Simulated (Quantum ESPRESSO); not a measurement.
# MnCuAs: spin-resolved density of states

Aim: the densities of states of MnCuAs in the lowest state of several starts.

Program: Quantum ESPRESSO 7.5. Level of theory: LDA; plane waves with GBRV 1.5 LDA potentials, no spin-orbit coupling. Results are calculated unless marked as measured.

## (1) The starting structure

The structure is orthorhombic, space group Pnma (No. 62). Conventional cell: a = 6.619 Å, b = 3.858 Å, c = 7.305 Å, α = 90.00°, β = 90.00°, γ = 90.00°. Nearest to Mn lie 5 As at 2.61 to 2.78 Å and 3 Cu at 2.80 to 2.87 Å. Nearest to Cu lie 4 As at 2.46 to 2.52 Å and 2 Cu at 2.66 Å and 3 Mn at 2.80 to 2.87 Å. Nearest to As lie 4 Cu at 2.46 to 2.52 Å and 5 Mn at 2.61 to 2.78 Å. Farther neighbours are not listed.

The cell comes from Materials Project 2023-11-01, a database of computed structures, and need not be the stable phase.

## (2) Ground-state run

This state came out lowest in a comparison of starts that is told elsewhere.

The input, pw.in:

```
&CONTROL
  calculation = 'scf'
  prefix = 'pwscf'
  outdir = './tmp'
  pseudo_dir = './pseudo'
  disk_io = 'low'
/
&SYSTEM
  ibrav = 0
  celldm(1) = 8
  nat = 12
  ntyp = 4
  ecutwfc = 40
  ecutrho = 280
  nbnd = 100
  occupations = 'smearing'
  smearing = 'fd'
  degauss = 0.00734986
  nspin = 2
  starting_magnetization(1) = 0.2333
  starting_magnetization(2) = -0.2333
  starting_magnetization(3) = 0
  starting_magnetization(4) = 0
/
&ELECTRONS
  conv_thr = 2.4d-08
  electron_maxstep = 150
  mixing_beta = 0.3
/
ATOMIC_SPECIES
Mn1    54.9380 mn_lda_v1.5.uspp.F.UPF
Mn2    54.9380 mn_lda_v1.5.uspp.F.UPF
Cu     63.5460 cu_lda_v1.2.uspp.F.UPF
As     74.9216 as_lda_v1.uspp.F.UPF
CELL_PARAMETERS alat
   1.5636205494858    0.0000000000000    0.0000000000000
   0.0000000000000    0.9113212172858    0.0000000000000
   0.0000000000000    0.0000000000000    1.7255409104435
ATOMIC_POSITIONS crystal
Mn1     0.9583900700    0.7500000000    0.1863232200
Mn2     0.0416099300    0.2500000000    0.8136767800
Mn2     0.4583900700    0.7500000000    0.3136767800
Mn1     0.5416099300    0.2500000000    0.6863232200
Cu      0.8801615100    0.7500000000    0.5623762400
Cu      0.1198384900    0.2500000000    0.4376237600
Cu      0.3801615100    0.7500000000    0.9376237600
Cu      0.6198384900    0.2500000000    0.0623762400
As      0.2556784500    0.7500000000    0.6205452400
As      0.7443215400    0.2500000000    0.3794547600
As      0.7556784600    0.7500000000    0.8794547600
As      0.2443215500    0.2500000000    0.1205452400
K_POINTS automatic
4 8 4 0 0 0
```

Launch:

```bash
OMP_NUM_THREADS=1 mpirun -n 4 pw.x -nk 4 -in pw.in > pw.out
```

The log of the run:

```text
Program PWSCF v.7.5 starts

     Message from routine setup:
     using ibrav=0 with symmetry is DISCOURAGED, use correct ibrav instead

     K-points division:     npool     =       4
     Subspace diagonalization in iterative solution of the eigenvalue problem:

     bravais-lattice index     =            0
     lattice parameter (alat)  =       8.0000  a.u.
     unit-cell volume          =    1258.9198 (a.u.)^3
     number of atoms/cell      =           12
     number of atomic types    =            4
     number of electrons       =       156.00
     number of Kohn-Sham states=          100
     kinetic-energy cutoff     =      40.0000  Ry
     charge density cutoff     =     280.0000  Ry
     scf convergence threshold =      2.4E-08
     mixing beta               =       0.3000
     number of iterations used =            8  plain     mixing
     Exchange-correlation= SLA  PZ   NOGX NOGC
                           (   1   1   0   0   0   0   0)

     celldm(1)=   8.000000  celldm(2)=   0.000000  celldm(3)=   0.000000
     celldm(4)=   0.000000  celldm(5)=   0.000000  celldm(6)=   0.000000

     crystal axes: (cart. coord. in units of alat)
               a(1) = (   1.563621   0.000000   0.000000 )
               a(2) = (   0.000000   0.911321   0.000000 )
               a(3) = (   0.000000   0.000000   1.725541 )

     reciprocal axes: (cart. coord. in units 2 pi/alat)
               b(1) = (  0.639541  0.000000  0.000000 )
               b(2) = (  0.000000  1.097308  0.000000 )
               b(3) = (  0.000000  0.000000  0.579528 )

     PseudoPot. # 1 for Mn read from file:
     mn_lda_v1.5.uspp.F.UPF
     Pseudo is Ultrasoft + core correction, Zval = 15.0

     PseudoPot. # 2 for Mn read from file:
     mn_lda_v1.5.uspp.F.UPF
     Pseudo is Ultrasoft + core correction, Zval = 15.0

     PseudoPot. # 3 for Cu read from file:
     cu_lda_v1.2.uspp.F.UPF
     Pseudo is Ultrasoft + core correction, Zval = 19.0

     PseudoPot. # 4 for As read from file:
     as_lda_v1.uspp.F.UPF
     Pseudo is Ultrasoft + core correction, Zval =  5.0

     atomic species   valence    mass     pseudopotential
     Mn1              15.00    54.93800     Mn( 1.00)
     Mn2              15.00    54.93800     Mn( 1.00)
     Cu               19.00    63.54600     Cu( 1.00)
     As                5.00    74.92160     As( 1.00)

     Starting magnetic structure
     atomic species   magnetization
     Mn1             0.233
     Mn2            -0.233
     Cu              0.000
     As              0.000

      4 Sym. Ops. (no inversion) found ( 3 have fractional translation)

   Cartesian axes

     site n.     atom                  positions (alat units)
         1        Mn1    tau(   1) = (   1.4985584   0.6834909   0.3215083  )
         2        Mn2    tau(   2) = (   0.0650621   0.2278303   1.4040326  )
         3        Mn2    tau(   3) = (   0.7167481   0.6834909   0.5412621  )
         4        Mn1    tau(   4) = (   0.8468724   0.2278303   1.1842788  )
         5        Cu     tau(   5) = (   1.3762386   0.6834909   0.9704032  )
         6        Cu     tau(   6) = (   0.1873819   0.2278303   0.7551377  )
         7        Cu     tau(   7) = (   0.5944283   0.6834909   1.6179082  )
         8        Cu     tau(   8) = (   0.9691922   0.2278303   0.1076328  )
         9        As     tau(   9) = (   0.3997841   0.6834909   1.0707762  )
        10        As     tau(  10) = (   1.1638365   0.2278303   0.6547647  )
        11        As     tau(  11) = (   1.1815944   0.6834909   1.5175352  )
        12        As     tau(  12) = (   0.3820262   0.2278303   0.2080057  )

     number of k points=    45  Fermi-Dirac smearing, width (Ry)=  0.0073
                       cart. coord. in units 2pi/alat
        k(    1) = (   0.0000000   0.0000000   0.0000000), wk =   0.0078125
        k(    2) = (   0.0000000   0.0000000   0.1448821), wk =   0.0156250
        k(    3) = (   0.0000000   0.0000000  -0.2897642), wk =   0.0078125
        k(    4) = (   0.0000000   0.1371635   0.0000000), wk =   0.0156250
        k(    5) = (   0.0000000   0.1371635   0.1448821), wk =   0.0312500
        [... 40 further k-points ...]

     Dense  grid:    99637 G-vectors     FFT dimensions: (  72,  40,  80)

     Smooth grid:    43097 G-vectors     FFT dimensions: (  54,  30,  60)

     Check: negative core charge=   -0.000024
     Generating pointlists ...
     new r_m :   0.2546 (alat units)  2.0365 (a.u.) for type    1
     new r_m :   0.2546 (alat units)  2.0365 (a.u.) for type    2
     new r_m :   0.2395 (alat units)  1.9164 (a.u.) for type    3
     new r_m :   0.2395 (alat units)  1.9164 (a.u.) for type    4

     Initial potential from superposition of free atoms

     starting charge     149.9989, renormalised to     156.0000
     Starting wfcs are  120 randomized atomic wfcs

     Self-consistent Calculation

     iteration #  1     ecut=    40.00 Ry     beta= 0.30
     Davidson diagonalization with overlap
     ethr =  1.00E-02,  avg # of iterations =  3.0

     total energy              =   -2610.46924135 Ry
     estimated scf accuracy    <      23.84226435 Ry

     total magnetization       =     0.00 Bohr mag/cell
     absolute magnetization    =     9.01 Bohr mag/cell

     iteration #  2     ecut=    40.00 Ry     beta= 0.30
     Davidson diagonalization with overlap
     ethr =  1.00E-02,  avg # of iterations =  3.4

     total energy              =   -2609.25550490 Ry
     estimated scf accuracy    <      82.72261945 Ry

     total magnetization       =     0.00 Bohr mag/cell
     absolute magnetization    =     1.41 Bohr mag/cell

     [... further iterations left out ...]

     iteration # 17     ecut=    40.00 Ry     beta= 0.30
     Davidson diagonalization with overlap
     ethr =  7.44E-10,  avg # of iterations =  2.0

     negative rho (up, down):  2.532E-05 2.537E-05

     total energy              =   -2618.02720191 Ry
     estimated scf accuracy    <       0.00000003 Ry

     total magnetization       =     0.00 Bohr mag/cell
     absolute magnetization    =    15.92 Bohr mag/cell

     iteration # 18     ecut=    40.00 Ry     beta= 0.30
     Davidson diagonalization with overlap
     ethr =  1.81E-11,  avg # of iterations =  6.3

     negative rho (up, down):  2.536E-05 2.535E-05

     Magnetic moment per site  (integrated on atomic sphere of radius R)
     atom   1 (R=0.255)  charge= 13.3157  magn=  3.6202
     atom   2 (R=0.255)  charge= 13.3157  magn= -3.6202
     atom   3 (R=0.255)  charge= 13.3157  magn= -3.6202
     atom   4 (R=0.255)  charge= 13.3157  magn=  3.6202
     atom   5 (R=0.240)  charge= 17.6089  magn=  0.0012
     atom   6 (R=0.240)  charge= 17.6089  magn= -0.0012
     atom   7 (R=0.240)  charge= 17.6089  magn= -0.0012
     atom   8 (R=0.240)  charge= 17.6089  magn=  0.0012
     atom   9 (R=0.240)  charge=  2.7325  magn=  0.0118
     atom  10 (R=0.240)  charge=  2.7325  magn= -0.0118
     atom  11 (R=0.240)  charge=  2.7325  magn= -0.0118
     atom  12 (R=0.240)  charge=  2.7325  magn=  0.0118

     End of self-consistent calculation

     [... lines left out ...]
     the Fermi energy is    12.3203 ev

!    total energy              =   -2618.02720193 Ry
     estimated scf accuracy    <       0.00000002 Ry
     smearing contrib. (-TS)   =      -0.00896115 Ry
     internal energy E=F+TS    =   -2618.01824078 Ry

     The total energy is F=E-TS. E is the sum of the following terms:
     one-electron contribution =   -1889.09569348 Ry
     hartree contribution      =    1012.97872891 Ry
     xc contribution           =    -382.83776726 Ry
     ewald contribution        =   -1359.06350894 Ry

     total magnetization       =     0.00 Bohr mag/cell
     absolute magnetization    =    15.92 Bohr mag/cell

     convergence has been achieved in  18 iterations

=------------------------------------------------------------------------------=
   JOB DONE.
=------------------------------------------------------------------------------=
```

It took 5.7 min on 4 MPI ranks of Intel Xeon Platinum 8375C at 2.90GHz (Ice Lake), shared host; peak memory 1.6 GiB.

Spin moment in the atom's sphere by atom:

```
atom  spin moment in the atom's sphere (μB)
 Mn1                                   3.62
 Mn2                                  -3.62
 Mn3                                  -3.62
 Mn4                                   3.62
 Cu5                                   0.00
 Cu6                                   0.00
 Cu7                                   0.00
 Cu8                                   0.00
 As9                                   0.01
As10                                  -0.01
As11                                  -0.01
As12                                   0.01
```

This step gave:

```
smearing term TS       : 0.1219 eV
magnetization          : 0 μB
absolute magnetization : 15.92 μB
final state            : antiferromagnetic
```

(Continued in part 2 of 2.)

[Logs and program files are shortened in this print: banners, set-up blocks, solver, clock and traceback lines can be left out without a mark of their own.]

[Logs are printed without paths, hosts, clocks, repeated set-up lines and the standing remarks that a program may print on its own settings, such as how far it seeks lower states.]

[Hosts, paths, dates, database ids (printed as entryN), source tags and the programs' standing remarks are cut or masked in the printed files.]

[Where a cell is said to come from a database of computed structures, the database is the Materials Project.]
